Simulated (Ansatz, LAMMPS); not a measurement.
## Relaxing aqueous N(CH3)4+ and BF4-, 5.3 mol of salt per kg of water, from a frame at 300 K (214 atoms)

Aim: bring aqueous N(CH3)4+ and BF4-, 5.3 mol of salt per kg of water, from a frame at 300 K (214 atoms) to a nearby minimum of the energy and see what moves.

Main program and level: Ansatz 0.2.0; Kohn-Sham DFT, PBE+D4, PAW (set soft_2), plane waves.

## Step 1: Starting point

The cell holds 214 atoms: 16 C, 4 N, 132 H, 4 B, 16 F and 42 O. Cell: a = 12.893 Å, b = 12.893 Å, c = 12.893 Å, α = 90.0°, β = 90.0°, γ = 90.0°. 42 H2O, 4 N(CH3)4+, 4 BF4- placed at random, at 1.08 g/cm³; overlaps pushed apart, then 10 ps at 420 K with stiff harmonic cages for PF6 and BF4 with UFF radii; MMFF94 bonds, angles, torsions, charges and radii (Halgren, J. Comput. Chem. 17, 490 (1996)) in harmonic and 12-6 forms; SPC/E water (Berendsen, Grigera and Straatsma, J. Phys. Chem. 91, 6269 (1987)); charges of ions scaled by 0.85. Snapshot after 20 ps at 300 K and fixed volume.

Before any run, some limits are plain. The network of contacts between molecules at the start is that of the classical potential that made the cell. The concentration wasn't checked against solubility and may exceed it. The density was typed from a rule of thumb and may lie off the real one at this temperature. Sampling is at Γ alone, for a cell whose shortest periodic width is 13 Å.

## Step 2: The classical run that made the cell

A classical potential supplies the starting structure, since it reaches far longer times than DFT.

This step: classical MD, stiff harmonic cages for PF6 and BF4 with UFF radii; MMFF94 bonds, angles, torsions, charges and radii (Halgren, J. Comput. Chem. 17, 490 (1996)) in harmonic and 12-6 forms; SPC/E water (Berendsen, Grigera and Straatsma, J. Phys. Chem. 91, 6269 (1987)); charges of ions scaled by 0.85 (LAMMPS 22 Jul 2025 - Update 4).

File in.lmp:

```
# aqueous N(CH3)4+ and BF4-, 5.3 mol of salt per kg of water
units real
atom_style full
boundary p p p
bond_style harmonic
angle_style harmonic
dihedral_style opls
improper_style harmonic
special_bonds lj 0 0 0.5 coul 0 0 0.75
read_data data.lmp
neigh_modify delay 0 every 1 check yes one 4000
comm_modify cutoff 12.0
timestep 0.5
thermo_style custom step time temp pe press density
thermo_modify norm yes
# push overlapping molecules apart
pair_style soft 2.6
pair_coeff * * 0.0
variable a equal ramp(1,60)
fix ad all adapt 1 pair soft a * * v_a
velocity all create 420 844556 mom yes dist gaussian
fix lim all nve/limit 0.03
fix lan all langevin 420 420 50 844557 zero yes
thermo 1000
run 3000 post no
unfix ad
pair_style lj/cut/coul/long 9.0
pair_modify mix arithmetic tail yes
pair_coeff 1 1 0.0678 3.3680   # C
pair_coeff 2 2 0.0721 3.3270   # N
pair_coeff 3 3 0.0216 2.5400   # H
pair_coeff 4 4 0.1800 3.6375   # B
pair_coeff 5 5 0.0500 2.9970   # F
pair_coeff 6 6 0.1553 3.1660   # O
# [... 20 lines left out ...]
compute msd all msd com yes
thermo 5000
fix md all nvt temp 300 300 100
run 20000 post no
print "== T300: mean square displacement over the hold $(c_msd[4]:%.2f) A^2"
unfix md
uncompute msd
write_dump all custom T300.dump id type xs ys zs modify sort id
```

Launch:

```
$ lmp -in in.lmp -log none -nocite
```

Numbers of over 12 decimals in the logs are rounded to 6 here.

The program printed:

```text
LAMMPS (22 Jul 2025 - Update 4)
Reading data file ...
  orthogonal box = (0 0 0) to (12.89319 12.89319 12.89319)
  214 atoms
  orthogonal box = (0 0 0) to (12.89319 12.89319 12.89319)
  188 bonds
  162 angles
  144 dihedrals
WARNING: Bond/angle/dihedral extent > half of periodic box length
   Step          Time           Temp          PotEng         Press         Density
         0   0              420            0.28083979     3096.221       1.0850008
      1000   500            415.41099      1.2220455      26044.48       1.0850008
      2000   1000           372.32102      1.1927112      32494.355      1.0850008
[... 46 lines left out ...]
WARNING: Bond/angle/dihedral extent > half of periodic box length
   Step          Time           Temp          PotEng         Press         Density
[... 2 lines left out ...]
     25000   24000          284.63853     -3.5672871      1276.6039      1.0850008
     30000   29000          311.97029     -3.5858896      1213.6251      1.0850008
     35000   34000          277.51531     -3.458017       1941.418       1.0850008
     37000   36000          319.71747     -3.4099566      223.39909      1.0850008
WARNING: Bond/angle/dihedral extent > half of periodic box length
Loop time of 18.3794 s on 1 MPI rank(s) for 20000 steps with 214 atoms
== T300: mean square displacement over the hold 13.90 A^2
```

It took 36 s on 1 thread of Intel Xeon Platinum 8375C at 2.90GHz (Ice Lake), shared host; peak memory 0.12 GiB.

The input also reads data.lmp (atoms, bonds and types; not printed here).

## Step 3: Single point at the start

A single point comes first, to see the forces before anything moves.

File input.yaml:

```yaml
crystal:
  lattice:
    - [12.89319, 0.0, 0.0]
    - [0.0, 12.89319, 0.0]
    - [0.0, 0.0, 12.89319]
  atoms:
    - { symbol: C, position: [0.45738, 0.43104, 0.82323] }
    - { symbol: "N", position: [0.45713, 0.37684, 0.71814] }
    - { symbol: C, position: [0.47116, 0.26021, 0.72971] }
    - { symbol: C, position: [0.35589, 0.38884, 0.66267] }
    - { symbol: C, position: [0.54576, 0.41443, 0.64991] }
    - { symbol: H, position: [0.44405, 0.51366, 0.80494] }
    - { symbol: H, position: [0.52724, 0.41449, 0.86993] }
    - { symbol: H, position: [0.39324, 0.39487, 0.85698] }
    - { symbol: H, position: [0.47705, 0.23104, 0.65247] }
    - { symbol: H, position: [0.54117, 0.24904, 0.78223] }
    - { symbol: H, position: [0.4007, 0.22762, 0.75988] }
    - { symbol: H, position: [0.34426, 0.46983, 0.64953] }
    - { symbol: H, position: [0.35987, 0.3474, 0.59004] }
    - { symbol: H, position: [0.29305, 0.36202, 0.71309] }
    - { symbol: H, position: [0.61319, 0.38354, 0.69095] }
    - { symbol: H, position: [0.55369, 0.5011, 0.63921] }
    - { symbol: H, position: [0.54393, 0.37579, 0.57847] }
    - { symbol: C, position: [0.73008, 0.92355, 0.15238] }
    - { symbol: "N", position: [0.62373, 0.96596, 0.13893] }
    - { symbol: C, position: [0.61023, 0.05488, 0.2077] }
    - { symbol: C, position: [0.62272, 0.00765, 0.02993] }
    - { symbol: C, position: [0.53629, 0.88612, 0.15264] }
    - { symbol: H, position: [0.77993, 0.99164, 0.12749] }
    - { symbol: H, position: [0.73829, 0.8564, 0.10062] }
    - { symbol: H, position: [0.74975, 0.90085, 0.23024] }
    - { symbol: H, position: [0.5318, 0.08676, 0.19538] }
    - { symbol: H, position: [0.61931, 0.03126, 0.2899] }
    - { symbol: H, position: [0.67004, 0.11309, 0.19562] }
    - { symbol: H, position: [0.54014, 0.00514, 0.00185] }
    - { symbol: H, position: [0.64199, 0.08773, 0.0276] }
    - { symbol: H, position: [0.67312, 0.95622, 0.98071] }
    - { symbol: H, position: [0.55077, 0.82526, 0.09329] }
    [... 176 atom lines left out ...]
    - { symbol: O, position: [0.64028, 0.4925, 0.06145] }
    - { symbol: H, position: [0.61999, 0.54961, 0.01305] }
    - { symbol: H, position: [0.70542, 0.45896, 0.036] }
    - { symbol: O, position: [0.75136, 0.26058, 0.95592] }
    - { symbol: H, position: [0.80852, 0.21219, 0.97606] }
    - { symbol: H, position: [0.78144, 0.32318, 0.92137] }
kpoints:
  mp_grid: { grid: [1, 1, 1] }
hamiltonian:
  xc: pbe
  dispersion: d4
scf:
  occupations: { method: fixed }
output:
  forces: true
  stress: true
  populations: intrinsic
  dos:
    method: { smearing: { sigma: 0.15 } }
    de: 0.1
    projected: { site_lists: { B: [B], C: [C], F: [F], H: [H], "N": ["N"] } }
  eigenvalues: true
```

Launch:

```
$ ansatz run input.yaml --threads 4 --pin off --max-ram 8192MiB --backend cpu --events-out ev --progress --plain --runs-dir out
```

The program printed:

```text
Engine: ansatz 0.2.0, x86_64-unknown-linux-gnu
Pseudopotentials: kind: paw
Pseudopotential: C, paw, valence charge 4, recommended cutoff 420 eV (normal), C.paw.azcp
Pseudopotential: N, paw, valence charge 5, recommended cutoff 420 eV (normal), N.paw.azcp
Pseudopotential: H, paw, valence charge 1, recommended cutoff 420 eV (normal), H.paw.azcp
Pseudopotential: B, paw, valence charge 3, recommended cutoff 420 eV (normal), B.paw.azcp
Pseudopotential: F, paw, valence charge 7, recommended cutoff 420 eV (normal), F.paw.azcp
Pseudopotential: O, paw, valence charge 6, recommended cutoff 420 eV (normal), O.paw.azcp
[... 5 lines on functional and potentials left out ...]
Crystal: 214 atoms, lattice volume = 2143.291 Å³
Basis set: ecut = 420 eV, 41923 PW (Γ), exchange–correlation on 180×180×180 points (8 copies of the dense FFT grid, shifted against one another)
Bands: 510, of which v1, the nominal top of the filled ones, is band 296 counted from 1 (295 counted from 0)
Symmetry: 1 space group operations
Space group: P1 (ITA 1), of the structure as read, at distance tolerance 1.3e-4 Å
k-points: 1
[... 13 lines on functional and potentials left out ...]
Initial density: superposition of atomic densities (neutral atoms: chi_scale 0, normalization atom), corrected by the library's trained network
Initial wavefunctions: pseudopotential atomic-orbital guess
Functional: x = pbe(κ = 0.804, μ = 0.219515), c = pbe(β = 0.066725)
SCF iter   1: F=—  HF=-45082.044767 eV  |F-HF|=—  |Δ(HF+E_count)|=         —  Δρ=3.87e-3  dr2=4.41e-1  ethr=1.77e-3  ⟨swp⟩=5.0  Hψ=1751  notcnv=0  defer=212
preconditioner: auto → Resta (q_TF=auto, 2.202 Å⁻¹)  ε∞=2.3  [insulator: Δε(μ)=4.297 eV  Ē_g=16.951 eV  n_scr=388 (ndim 8)  ℏωp=19.0 eV  f_vac=0.266  ε∞_Penn≈2.3]
SCF iter   2: F=—  HF=-45081.920911 eV  |F-HF|=—  |Δ(HF+E_count)|=   1.24e-1  Δρ=1.65e-3  dr2=9.23e-2  ethr=7.44e-5  ⟨swp⟩=2.0  Hψ=868  notcnv=0  defer=212
SCF iter   3: F=—  HF=-45081.887078 eV  |F-HF|=—  |Δ(HF+E_count)|=   3.38e-2  Δρ=7.76e-4  dr2=2.23e-2  ethr=1.56e-5  ⟨swp⟩=3.0  Hψ=587  notcnv=0  defer=212
SCF iter   4: F=—  HF=-45081.881116 eV  |F-HF|=—  |Δ(HF+E_count)|=   5.96e-3  Δρ=2.73e-4  dr2=2.10e-3  ethr=3.77e-6  ⟨swp⟩=3.0  Hψ=587  notcnv=0  defer=212
SCF iter   5: F=—  HF=-45081.880707 eV  |F-HF|=—  |Δ(HF+E_count)|=   4.09e-4  Δρ=1.18e-4  dr2=2.96e-4  ethr=3.55e-7  ⟨swp⟩=2.0  Hψ=758  notcnv=0  defer=212
SCF iter   6: F=—  HF=-45081.880672 eV  |F-HF|=—  |Δ(HF+E_count)|=   3.57e-5  Δρ=4.77e-5  dr2=3.94e-5  ethr=5.01e-8  ⟨swp⟩=2.0  Hψ=581  notcnv=0  defer=212
SCF iter   7: F=—  HF=-45081.881095 eV  |F-HF|=—  |Δ(HF+E_count)|=   4.24e-4  Δρ=1.57e-5  dr2=4.42e-6  ethr=6.66e-9  ⟨swp⟩=2.0  Hψ=582  notcnv=0  defer=208
SCF iter   8: F=—  HF=-45081.881097 eV  |F-HF|=—  |Δ(HF+E_count)|=   1.38e-6  Δρ=4.53e-6  dr2=4.09e-7  ethr=7.47e-10  ⟨swp⟩=2.0  Hψ=582  notcnv=0  defer=208
SCF iter   9: F=—  HF=-45081.881097 eV  |F-HF|=—  |Δ(HF+E_count)|=   1.34e-7  Δρ=2.54e-6  dr2=1.06e-7  ethr=1.69e-11  ⟨swp⟩=17.0  Hψ=3888  notcnv=0
SCF iter  10: F=-45081.881097 eV  HF=-45081.881097 eV  |F-HF|=1.44e-9  |Δ(HF+E_count)|=   1.10e-8  Δρ=4.90e-7  dr2=4.97e-9  ethr=1.69e-11  ⟨swp⟩=4.0  Hψ=1314  notcnv=0
SCF 1 converged in 10 iterations: F = -45081.881097 eV  dr2 = 4.97e-9
  greatest PAW one-centre occupation: 0.932 electrons in one spin orbital (limit 2), on the F atom at site 77 (counted from 0), in its partial waves of l = 0
SCF converged after 10 iterations
Free energy (F): -45081.881097 eV
Harris-Foulkes:  -45081.881097 eV  (|F-HF|=1.44e-9)
Internal energy: -45081.881097 eV  (E = F + TS)
E sigma→0 (E₀):  -45081.881097 eV
Fermi energy:    -1.517377 eV
--- Per-component energies (eV) ---
  E_band       = -5548.751859
  E_kinetic    = 14638.293744
  E_local      = -51206.876338  (includes V_loc(G=0)·N_el)
  E_nonlocal   = 4079.253621
  E_hartree    = 19140.685380
  E_xc         = -6652.326934
  E_vxc        = -8466.235634  (∫ρ·V_xc dr)
  E_paw        = -12360.354684  (= ΣΔE_a)
  E_vpaw       = -2874.533732  (= ΣTr[D̂ρ^β])
  E_aug_tail   = -0.024983  (compensation charges beyond the density's cutoff)
  E_ewald      = -12713.214328
  E_disp       = -7.316574  (pairwise vdW)
  E_smearing   = -0.000000  (= −TS)
  E_closure    = -0.000000  (closes the sum)
  Σ components = -45081.881097   (vs F -45081.881097, Δ=0.00e0)
--- Forces (eV/Å), atoms counted from 1 ---
  atom   1  C      0.71305666     0.08774001    -1.72523080
  atom   2  N      0.68828678    -0.27742327    -0.63669656
  atom   3  C      1.13011752     1.03627864     1.26871955
  atom   4  C     -0.01858479     0.42527102     0.95599255
  atom   5  C      0.51597563     0.83735598     1.97260236
  atom   6  H      0.11222492    -0.34543808     0.41161740
  atom   7  H     -0.09966145     0.16272965    -0.51827225
  atom   8  H     -1.48435290    -0.29101907     1.34668692
  atom   9  H      0.73370595    -0.49742031    -0.69449934
  atom  10  H     -0.99066996    -0.27902987    -1.00314544
  atom  11  H     -0.49848219    -0.12973894     0.74149543
  atom  12  H     -0.15601579     0.90524540    -0.35813659
  atom  13  H     -0.02851019    -0.29579614    -0.25095595
  atom  14  H      0.10894562    -0.28868493    -0.16115310
[...]
atom 213  H     -0.76763540     0.92204883    -0.66790228
  atom 214  H     -0.09068851    -0.58775048     0.40457839
  max |Σ_I F_I| component: 9.99e-6 eV/Å
--- Stress (GPa, compression-positive) ---
       -0.750853       0.523416       0.106598
        0.523417      -1.270280       0.338382
        0.106599       0.338381      -0.893788
  P = ⅓ Tr σ = -0.9716 GPa (-9.716 kbar)
--- Band table (eV) ---
  k-point 0: bands = ["-26.6111", "-26.5991", "-25.9616", "-25.5363", [... 494 levels ...], "11.3867", "11.4183", "11.4385", "11.4743", "11.4898", "11.5393", "11.5490", "11.6012", "11.6319", "11.6399", "11.6658", "11.6845"]
--- intrinsic populations: 214 sites ---
  site symbol       q [e]
     0      C      4.4105
     1      N      4.8906
     2      C      4.4105
[...]
213      H      0.6155
  spilling = 0.000000 (of n_electrons = 592.000000)
```

Run time: 33 s. Hardware: 4 threads of Intel Xeon Platinum 8375C at 2.90GHz (Ice Lake), shared host; peak memory 3.2 GiB; 2 min of CPU time.

The run gave:

```yaml
free_energy: -45081.8811 eV
free_energy_per_atom: -210.6630 eV/atom
scf_cycles: 10
pressure: -0.9716 GPa
r_m_s_force_component: 0.7071 eV/Å
longest_force: 4.208 eV/Å
fermi_energy: -1.517 eV
spacing_of_highest_filled_and_lowest_empty_level: 4.178 eV
```

The r.m.s. force component of 0.71 eV/Å and the pressure of -0.97 GPa set the starting point.

Length of the force by element:

```tsv
element	coordination	atoms	mean length of the force (eV/Å)	spread	least	most
B	all	4	2.10	0.478	1.58	2.85
C	all	16	1.87	0.885	0.342	4.21
F	all	16	1.43	0.749	0.137	2.73
H	all	132	1.01	0.429	0.200	2.16
N	all	4	1.36	0.874	0.502	2.82
O	all	42	0.662	0.274	0.160	1.37
```

(Continued in part 2 of 3.)

[Logs are printed without paths, hosts, clocks, repeated set-up lines and the standing remarks that a program may print on its own settings, such as how far it seeks lower states.]

[Hosts, paths, dates, database ids (printed as entryN), source tags and the programs' standing remarks are cut or masked in the printed files.]

[The MMFF94 radii named for the starting cell were scaled by 0.96; in molecules described by MMFF94, hydrogen bound to N, O or S took a small fixed 12-6 site in their place.]
